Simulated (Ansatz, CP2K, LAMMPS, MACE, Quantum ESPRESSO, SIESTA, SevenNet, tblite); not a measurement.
# SIESTA runs on Li+ BF4- in gamma-butyrolactone and acetonitrile and diethyl carbonate at 360 K (102 atoms), part 2 of 2

How do the settings of SIESTA change the result for Li+ BF4- in gamma-butyrolactone and acetonitrile and diethyl carbonate at 360 K (102 atoms)? A plane-wave run serves as the yardstick.

Program: SIESTA 5.4.2; the method stands at each step. Banners, paths, timers and routine set-up lines are dropped from the logs unmarked, and long logs keep their key lines alone; longer cuts are marked. The potentials were converted by us to PSML.

So far. Step 2 (PBE, DZP, shift 0.01 Ry, mesh 500 Ry): Forces lie 73 % from the reference's, at 5.1 times its CPU time (on 2 against 8 cores). Step 3 (PBE, SZ, shift 0.01 Ry, mesh 500 Ry): Against the first run (73 %), the force difference from the reference is 288 %, at 0.34 times the CPU time (on 1 against 2 cores), with 256 basis functions against 919: the smaller basis costs accuracy.

## (4) PBE, SZ, shift 0.02 Ry, mesh 500 Ry

Method: Kohn-Sham DFT, PBE, PseudoDojo 0.4.1 norm-conserving pseudopotentials (converted to PSML), numerical atomic orbitals (SZ), diagonalisation.

input.fdf

```
SystemLabel cell
NumberOfAtoms 102
NumberOfSpecies 7
%block ChemicalSpeciesLabel
  1 6 C
  2 8 O
  3 1 H
  4 7 N
  5 5 B
  6 9 F
  7 3 Li
%endblock ChemicalSpeciesLabel
LatticeConstant 1.0 Ang
%block LatticeVectors
  10.56699 0.00000 0.00000
  0.00000 10.56699 0.00000
  0.00000 0.00000 10.56699
%endblock LatticeVectors
PAO.BasisSize SZ
PAO.EnergyShift 0.02 Ry
PAO.Polarization.NonPerturbative T
XC.Functional GGA
XC.Authors PBE
MeshCutoff 500 Ry
%block kgrid_Monkhorst_Pack
  1 0 0 0.0
  0 1 0 0.0
  0 0 1 0.0
%endblock kgrid_Monkhorst_Pack
SolutionMethod diagon
OccupationFunction FD
ElectronicTemperature 580 K
SCF.Mixer.Method Pulay
SCF.Mixer.Weight 0.15
SCF.Mixer.History 8
SCF.Mix Hamiltonian
MaxSCFIterations 300
SCF.DM.Tolerance 1e-04
SCF.H.Tolerance 1.0e-3 eV
WriteForces T
Write.HirshfeldPop T
Write.VoronoiPop T
Write.DM F
Write.H F
XML.Write F
AtomicCoordinatesFormat Fractional
%block AtomicCoordinatesAndAtomicSpecies
[... 102 atom lines left out: the same atoms as in the first run ...]
%endblock AtomicCoordinatesAndAtomicSpecies
```

Started as:

```
> OMP_NUM_THREADS=1 siesta < input.fdf > output.txt
```

Log:

```text
Version         : 5.4.2
reinit: System Name:
reinit: System Label: cell
initatom: Reading input for the pseudopotentials and atomic orbitals ----------
Species number:   1 Atomic number:    6 Label: C
Species number:   2 Atomic number:    8 Label: O
Species number:   3 Atomic number:    1 Label: H
Species number:   4 Atomic number:    7 Label: N
Species number:   5 Atomic number:    5 Label: B
Species number:   6 Atomic number:    9 Label: F
Species number:   7 Atomic number:    3 Label: Li
Ground state valence configuration (from tables):   2s02  2p02  3d00  4f00
Ground state valence configuration (from tables):   2s02  2p04  3d00  4f00
Ground state valence configuration (from tables):   1s01  2p00  3d00  4f00
[... lines left out ...]
        iscf     Eharris(eV)        E_KS(eV)     FreeEng(eV)     dDmax    Ef(eV) dHmax(eV)
[... lines left out ...]
SCF Convergence by DM+H criterion
[... lines left out ...]
SCF cycle converged after 14 iterations
[... lines left out ...]
   Max   10.856246
[... lines left out ...]
   Max   10.856246    constrained
Stress tensor Voigt[x,y,z,yz,xz,xy] (kbar):     -214.73     -216.71     -229.60       -6.26        9.71      -11.80
[... lines left out ...]
siesta: FreeEng =    -15053.395646
[... lines left out ...]
siesta:         Fermi =      -3.304150
[... lines left out ...]
siesta: Cell volume =       1179.923604 Ang**3
siesta: Pressure (static):
siesta:                Solid            Molecule  Units
siesta:           0.00149789          0.00182787  Ry/Bohr**3
siesta:           0.13752948          0.16782762  eV/Ang**3
siesta:         220.34651588        268.88949697  kBar
    Orbital volume contribution        =          10.396642 eV
    (Free)E + p_basis*V_orbitals       =      -15042.999004 eV
    (Free)Eharris+ p_basis*V_orbitals  =      -15042.999004 eV
Hirshfeld Atomic Populations:
Atom #   charge [q] valence [e]  Species
     1    -0.068041    4.068041  C
     2     0.051630    3.948370  C
     3    -0.075934    6.075934  O
     4     0.187613    3.812387  C
     5    -0.221754    6.221754  O
     6    -0.094131    6.094131  O
[...]
9     0.032069    0.967931  H
    10     0.010074    0.989926  H
    11     0.012019    0.987981  H
[...]
75    -0.149290    5.149290  N
[...]
81    -0.132139    5.132139  N
[...]
87    -0.154917    5.154917  N
[...]
97     0.186045    2.813955  B
    98    -0.245846    7.245846  F
    99    -0.213474    7.213474  F
   100    -0.198656    7.198656  F
[...]
102     0.254553    2.745447  Li
--------------------
 Total    -0.000003
Voronoi Atomic Populations:
Atom #   charge [q] valence [e]  Species
[...]
61    -0.154196    6.154196  O
[...]
66    -0.074750    6.074750  O
[...]
87    -0.158970    5.158970  N
[...]
91     0.046915    3.953085  C
    92     0.048500    3.951500  C
    93    -0.151006    5.151006  N
[...]
95     0.014582    0.985418  H
    96     0.035196    0.964804  H
    97     0.258747    2.741253  B
[...]
100    -0.212907    7.212907  F
   101    -0.202326    7.202326  F
   102     0.172081    2.827919  Li
--------------------
 Total    -0.000003
```

The job ended after 61 s (1 thread of Arm Neoverse V2, shared host; peak memory 0.67 GiB).

Compared with the plane-wave run:

```yaml
r_m_s_force_component: 2.972 eV/Å
r_m_s_difference_of_force_components: 2600 meV/Å
longest_difference_of_force_vectors: 11890 meV/Å
force_difference_over_r_m_s_force: 258.9 %
slope_of_forces_against_the_reference_s: 1.528
correlation_of_force_components: 0.5162
spacing_of_highest_filled_and_lowest_empty_level: 1.787 eV
gap_difference: -2.547 eV
pressure: 22.03 GPa
pressure_difference: 19.29 GPa
```

This is a coarse setting, run to see what it loses.

Against the first run (73 %), the force difference from the reference is 259 %, at 0.30 times the CPU time (on 1 against 2 cores).

## (5) BLYP, PBE potentials, DZP, shift 0.01 Ry, mesh 500 Ry

Method: Kohn-Sham DFT, BLYP, PseudoDojo 0.4.1 norm-conserving pseudopotentials (converted to PSML), numerical atomic orbitals (DZP), diagonalisation.

Edit input.fdf of step 4 so:

```diff
@@ -18,7 +18,7 @@
 %endblock LatticeVectors
-PAO.BasisSize SZ
-PAO.EnergyShift 0.02 Ry
+PAO.BasisSize DZP
+PAO.EnergyShift 0.01 Ry
 PAO.Polarization.NonPerturbative T
 XC.Functional GGA
-XC.Authors PBE
+XC.Authors BLYP
 MeshCutoff 500 Ry
```

Started as:

```
> OMP_NUM_THREADS=1 mpirun -np 2 siesta < input.fdf > output.txt
```

Log:

```text
Version         : 5.4.2
reinit: System Name:
reinit: System Label: cell
initatom: Reading input for the pseudopotentials and atomic orbitals ----------
Species number:   1 Atomic number:    6 Label: C
Species number:   2 Atomic number:    8 Label: O
Species number:   3 Atomic number:    1 Label: H
Species number:   4 Atomic number:    7 Label: N
Species number:   5 Atomic number:    5 Label: B
Species number:   6 Atomic number:    9 Label: F
Species number:   7 Atomic number:    3 Label: Li
Ground state valence configuration (from tables):   2s02  2p02  3d00  4f00
[... lines left out ...]
SCF Convergence by DM+H criterion
[... lines left out ...]
SCF cycle converged after 13 iterations
[... lines left out ...]
   Max    5.014106
[... lines left out ...]
   Max    5.014106    constrained
Stress tensor Voigt[x,y,z,yz,xz,xy] (kbar):      -71.42      -86.08      -83.17       -0.82        2.71       -9.47
[... lines left out ...]
siesta: FreeEng =    -15145.861912
[... lines left out ...]
siesta:         Fermi =      -5.109260
[... lines left out ...]
siesta:          80.22209053         89.94945839  kBar
[... lines left out ...]
     1    -0.080726    4.080726  C
     2     0.037607    3.962393  C
     3    -0.043093    6.043093  O
     4     0.229974    3.770026  C
     5    -0.234037    6.234037  O
     6    -0.067405    6.067405  O
[...]
9     0.029492    0.970508  H
    10     0.006397    0.993603  H
    11     0.004981    0.995019  H
[...]
75    -0.186410    5.186410  N
[...]
81    -0.162960    5.162960  N
[...]
87    -0.187775    5.187775  N
[...]
97     0.151155    2.848845  B
    98    -0.183087    7.183087  F
    99    -0.161595    7.161595  F
   100    -0.151724    7.151724  F
[...]
102     0.137243    2.862757  Li
--------------------
 Total     0.000007
Voronoi Atomic Populations:
Atom #   charge [q] valence [e]  Species
[...]
61    -0.187803    6.187803  O
[...]
66    -0.054563    6.054563  O
[...]
87    -0.189845    5.189845  N
[...]
91    -0.026818    4.026818  C
    92     0.078207    3.921793  C
    93    -0.186581    5.186581  N
[...]
95     0.031505    0.968495  H
    96     0.052678    0.947322  H
    97     0.213465    2.786535  B
[...]
100    -0.170693    7.170693  F
   101    -0.148425    7.148425  F
   102     0.085785    2.914215  Li
--------------------
 Total     0.000007
```

Run time: 1.7 min. Hardware: 2 MPI ranks; peak memory 1.7 GiB.

Numbers from this run, and their distance from the reference:

* r.m.s. force component: 1.449 eV/Å
* r.m.s. difference of force components: 832 meV/Å
* longest difference of force vectors: 4174 meV/Å
* force difference over r.m.s. force: 82.84 %
* slope of forces against the reference's: 1.197
* correlation of force components: 0.83
* gap (highest filled to lowest empty level): 4.244 eV
* gap difference: -0.0893 eV
* pressure: 8.022 GPa
* pressure difference: 5.275 GPa

Against the first run (73 %), the force difference from the reference is 83 %, at 0.98 times the CPU time; the model has changed, so this is no error of the program alone.

## (6) PBE, DZP, shift 0.02 Ry, mesh 500 Ry

Method: Kohn-Sham DFT, PBE, PseudoDojo 0.4.1 norm-conserving pseudopotentials (converted to PSML), numerical atomic orbitals (DZP), diagonalisation.

Edit input.fdf of step 5 so:

```diff
@@ -19,6 +19,6 @@
 PAO.BasisSize DZP
-PAO.EnergyShift 0.01 Ry
+PAO.EnergyShift 0.02 Ry
 PAO.Polarization.NonPerturbative T
 XC.Functional GGA
-XC.Authors BLYP
+XC.Authors PBE
 MeshCutoff 500 Ry
```

Log:

```text
Version         : 5.4.2
reinit: System Name:
reinit: System Label: cell
initatom: Reading input for the pseudopotentials and atomic orbitals ----------
Species number:   1 Atomic number:    6 Label: C
Species number:   2 Atomic number:    8 Label: O
Species number:   3 Atomic number:    1 Label: H
Species number:   4 Atomic number:    7 Label: N
Species number:   5 Atomic number:    5 Label: B
Species number:   6 Atomic number:    9 Label: F
Species number:   7 Atomic number:    3 Label: Li
Ground state valence configuration (from tables):   2s02  2p02  3d00  4f00
[... lines left out ...]
SCF Convergence by DM+H criterion
[... lines left out ...]
SCF cycle converged after 13 iterations
[... lines left out ...]
   Max    4.347903
[... lines left out ...]
   Max    4.347903    constrained
Stress tensor Voigt[x,y,z,yz,xz,xy] (kbar):      -34.29      -44.86      -43.89       -1.46        7.33       -8.98
[... lines left out ...]
siesta: FreeEng =    -15168.442848
[... lines left out ...]
siesta:         Fermi =      -4.823880
[... lines left out ...]
siesta:          41.01486167         54.32023025  kBar
[... lines left out ...]
     1    -0.060863    4.060863  C
     2     0.043178    3.956822  C
     3    -0.019870    6.019870  O
     4     0.188016    3.811984  C
     5    -0.215469    6.215469  O
     6    -0.043926    6.043926  O
[...]
9     0.023801    0.976199  H
    10    -0.001733    1.001733  H
    11    -0.002729    1.002729  H
[...]
75    -0.172773    5.172773  N
[...]
81    -0.146051    5.146051  N
[...]
87    -0.176336    5.176336  N
[...]
97     0.056152    2.943848  B
    98    -0.161414    7.161414  F
    99    -0.135846    7.135846  F
   100    -0.125001    7.125001  F
[...]
102     0.086098    2.913902  Li
--------------------
 Total    -0.000007
Voronoi Atomic Populations:
Atom #   charge [q] valence [e]  Species
[...]
61    -0.165690    6.165690  O
[...]
66    -0.034121    6.034121  O
[...]
87    -0.172680    5.172680  N
[...]
91     0.016614    3.983386  C
    92     0.073726    3.926274  C
    93    -0.164279    5.164279  N
[...]
95     0.006581    0.993419  H
    96     0.036298    0.963702  H
    97     0.164016    2.835984  B
[...]
100    -0.157733    7.157733  F
   101    -0.128012    7.128012  F
   102     0.059008    2.940992  Li
--------------------
 Total    -0.000007
```

Run time: 78 s. Hardware: 2 MPI ranks; peak memory 1.5 GiB; 2.6 min of CPU time.

Numbers from this run, and their distance from the reference:

- r.m.s. force component: 1.295 eV/Å
- r.m.s. difference of force components: 595.9 meV/Å
- longest difference of force vectors: 3054 meV/Å
- force difference over r.m.s. force: 59.33 %
- slope of forces against the reference's: 1.156
- correlation of force components: 0.8961
- gap (highest filled to lowest empty level): 4.143 eV
- gap difference: -0.1909 eV
- pressure: 4.101 GPa
- pressure difference: 1.354 GPa

This run lies far from the reference in forces at the same functional.

Against the first run (73 %), the force difference from the reference is 59 %, at 0.76 times the CPU time: tighter orbitals come nearer here, likely by a cancellation of errors.

## (7) All runs compared

Differences are against the plane-wave reference, forces as r.m.s. over components; share is that over the reference's r.m.s. force, slope the least-squares factor from reference forces to these. Total energies of different programs have different zeros and aren't compared.

| run | Δ force, r.m.s. (meV/Å) | share (%) | slope | Δ pressure (GPa) | Δ gap (eV) | cores | CPU time | memory (GiB) |
| --- | --- | --- | --- | --- | --- | --- | --- | --- |
| reference | - | - | - | - | - | 8 | 40 s | 1.3 |
| SIESTA PBE, DZP, shift 0.01 Ry, mesh 500 Ry | 731 | 72.8 | 1.179 | 3.57 | -0.113 | 2 | 3.4 min | 1.7 |
| SIESTA PBE, SZ, shift 0.01 Ry, mesh 500 Ry (coarse) | 2896 | 288 | 1.573 | 21.3 | -2.46 | 1 | 70 s | 0.74 |
| SIESTA PBE, SZ, shift 0.02 Ry, mesh 500 Ry (coarse) | 2600 | 259 | 1.528 | 19.3 | -2.55 | 1 | 61 s | 0.67 |
| SIESTA BLYP, PBE potentials, DZP, shift 0.01 Ry, mesh 500 Ry | 832 | 82.8 | 1.197 | 5.27 | -0.0893 | 2 | 3.3 min | 1.7 |
| SIESTA PBE, DZP, shift 0.02 Ry, mesh 500 Ry | 596 | 59.3 | 1.156 | 1.35 | -0.191 | 2 | 2.6 min | 1.5 |

Rows marked coarse were listed beforehand as settings not expected to be converged; some can still land near the reference.

CPU time is summed over cores on a shared host, where runs went side by side, so it is rough. Symmetry, cutoffs, thresholds, outputs and thread counts weren't matched or tuned between programs; memory under MPI is the largest rank's times the ranks.

Mean charges by element (e), by run and scheme:

| run | scheme | C | O | H | N | B | F |
| --- | --- | --- | --- | --- | --- | --- | --- |
| reference | Löwdin | -0.07 | -0.33 | +0.21 | -0.21 | +0.88 | -0.39 |
| SIESTA PBE, DZP, shift 0.01 Ry, mesh 500 Ry | Hirshfeld | +0.03 | -0.10 | +0.03 | -0.17 | +0.12 | -0.15 |
| SIESTA BLYP, PBE potentials, DZP, shift 0.01 Ry, mesh 500 Ry | Hirshfeld | +0.04 | -0.11 | +0.03 | -0.18 | +0.15 | -0.16 |
| SIESTA PBE, DZP, shift 0.02 Ry, mesh 500 Ry | Hirshfeld | +0.04 | -0.08 | +0.02 | -0.17 | +0.06 | -0.13 |

The reference's Löwdin charges lack the electrons that the projection spills, 0.038 e an atom on average.

Further runs of this program without a result: SIESTA PBE, SZ, shift 0.02 Ry, mesh 500 Ry, order-N, radius 5.5 Å, eta -3.3 eV (stopped at the start); SIESTA PBE, SZ, shift 0.02 Ry, mesh 500 Ry, order-N, radius 4.5 Å, eta -3.3 eV (stopped at the start).

## (8) Results

| Quantity | Value |
| --- | --- |
| nearest in forces | SIESTA PBE, DZP, shift 0.02 Ry, mesh 500 Ry, 59 % |
| its CPU time | 2.6 min |

In words: The PBE runs in local orbitals, coarse settings apart, differ by 59 % (SIESTA PBE, DZP, shift 0.02 Ry, mesh 500 Ry) to 73 % (SIESTA PBE, DZP, shift 0.01 Ry, mesh 500 Ry); basis, grid and potentials can all enter, and differences of this size make the forces unusable. Rows with another functional or a dispersion term differ by 83 % (SIESTA BLYP, PBE potentials, DZP, shift 0.01 Ry, mesh 500 Ry), which mixes the change of model with differences of basis and potentials, some of them made for another functional. Runs with settings chosen to be coarse differ by 259 % (SIESTA PBE, SZ, shift 0.02 Ry, mesh 500 Ry) to 288 % (SIESTA PBE, SZ, shift 0.01 Ry, mesh 500 Ry), their programs' other errors included. None of the electronic-structure runs in the table takes under half the reference's CPU time of 40 s; they take 1.5 to 5.1 times as much. At the same functional, gaps differ from the reference's 4.33 eV by between -2.55 and -0.11 eV. In pressure, SIESTA PBE, SZ, shift 0.01 Ry, mesh 500 Ry misses by +21.3 GPa, at the same functional. Charges hang on scheme and program or settings: among these rows the mean for B runs from +0.06 to +0.88 e. The network of contacts between molecules at the start is that of the classical potential that made the cell, and needn't be the one that DFT or experiment would give. The reference's PBE has no dispersion term, which matters for the binding between molecules or layers. The density was typed from a rule of thumb and may lie off the real one at this temperature. The electronic-structure runs sample only Γ, in a cell whose shortest periodic width is 11 Å.

[Also dropped from logs without a mark: logging warnings of Python, and SIESTA's first energy breakdown and zero terms.]

[Logs are printed without paths, hosts, clocks, repeated set-up lines and the standing remarks that a program may print on its own settings, such as how far it seeks lower states.]

[Hosts, paths, dates, database ids (printed as entryN), source tags and the programs' standing remarks are cut or masked in the printed files.]
